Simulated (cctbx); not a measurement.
# Diagnosing a refinement

Cell a = 7.4810 Å, b = 15.1630 Å, c = 7.5530 Å, α = 90.00°, β = 90.00°, γ = 90.00°; space group Pbca (no. 61).

The data are simulated with cctbx, not measured: Cu Kα, λ = 1.54184 Å, to d = 0.83 Å, 95 % of the full sphere, strongest reflection 5000 counts, noise from counting, a 1.5 % proportional error and a noise floor of 4 counts (s.d.); no absorption.

An anisotropic refinement with weights 1/σ² prints:

```text
Rint 0.031, 112 unique reflections to 1.60 A
cycle     R1     wR2    GooF  max shift (A)
   1  0.0100  0.0195   0.951   0.00250
   2  0.0080  0.0159   0.773   0.00000
final R1 0.0080 wR2 0.0159 GooF 0.773  parameters 27  data/parameter 4.1
atom        x        y        z      Ueq    occ   su(xyz)  su(Uiso or U11)
Pb1    0.82821  0.36867  0.99979   0.0097  1.000  0.00011  0.0008
Pr1    0.30580  0.56191  0.35316   0.0116  1.000  0.00014  0.0010
Pr2    0.54300  0.68441  0.86833   0.0101  1.000  0.00014  0.0010
difference map: max 0.33 min -0.29 rms 0.10
Q1    0.0910  0.1116  0.8545    8    0.34  1.49 A from Pr2
Q2    0.0879  0.6291  0.8385    8    0.32  1.37 A from Pb1
Q3    0.1130  0.2450  0.1778    8    0.32  2.14 A from Pr2
Q4    0.1043  0.0117  0.6232    8    0.25  2.28 A from Pr1
Q5    0.2000  0.2000  0.7500    8    0.24  2.04 A from Pr2
Q6    0.0677  0.1796  0.4789    8    0.23  1.94 A from Pb1
```

Q: Accept it or mend it, and why?

Mend it. The fault: data cut at low resolution. Against the right model at the same level, R1 goes from 0.0138 to 0.0080 and GooF from 0.88 to 0.77. The atoms are right, but there are too few data for the parameters: R1 flatters and the s.u.s grow. Data per parameter fall from 29.1 to 4.1.

The compound is Pr2Pb. The right model at the same level gives:

```text
Rint 0.043, 785 unique reflections to 0.83 A
cycle     R1     wR2    GooF  max shift (A)
   1  0.0165  0.0312   1.035   0.00049
   2  0.0138  0.0266   0.884   0.00000
final R1 0.0138 wR2 0.0266 GooF 0.884  parameters 27  data/parameter 29.1
atom        x        y        z      Ueq    occ   su(xyz)  su(Uiso or U11)
Pb1    0.82837  0.36869  0.99970   0.0086  1.000  0.00004  0.0001
Pr1    0.30594  0.56187  0.35311   0.0103  1.000  0.00005  0.0002
Pr2    0.54317  0.68433  0.86847   0.0092  1.000  0.00005  0.0002
difference map: max 1.14 min -1.15 rms 0.32
Q1    0.1757  0.0142  0.7554    8    1.16  1.68 A from Pr1
Q2    0.1591  0.5816  0.3197    8    1.11  1.17 A from Pr1
Q3    0.1682  0.2236  0.6748    8    1.08  2.23 A from Pr2
Q4    0.1027  0.7243  0.5437    8    1.08  1.00 A from Pr2
Q5    0.0691  0.2295  0.5515    8    1.03  2.08 A from Pr2
Q6    0.0799  0.0277  0.6021    8    1.00  2.13 A from Pr1
```

The model is made up (kin elements in a known structure type, no relaxation), so it says nothing on whether the phase exists.

[Middle refinement cycles are left out of these outputs.]

[Logs are printed without paths, hosts, clocks, repeated set-up lines and the standing remarks that a program may print on its own settings, such as how far it seeks lower states.]
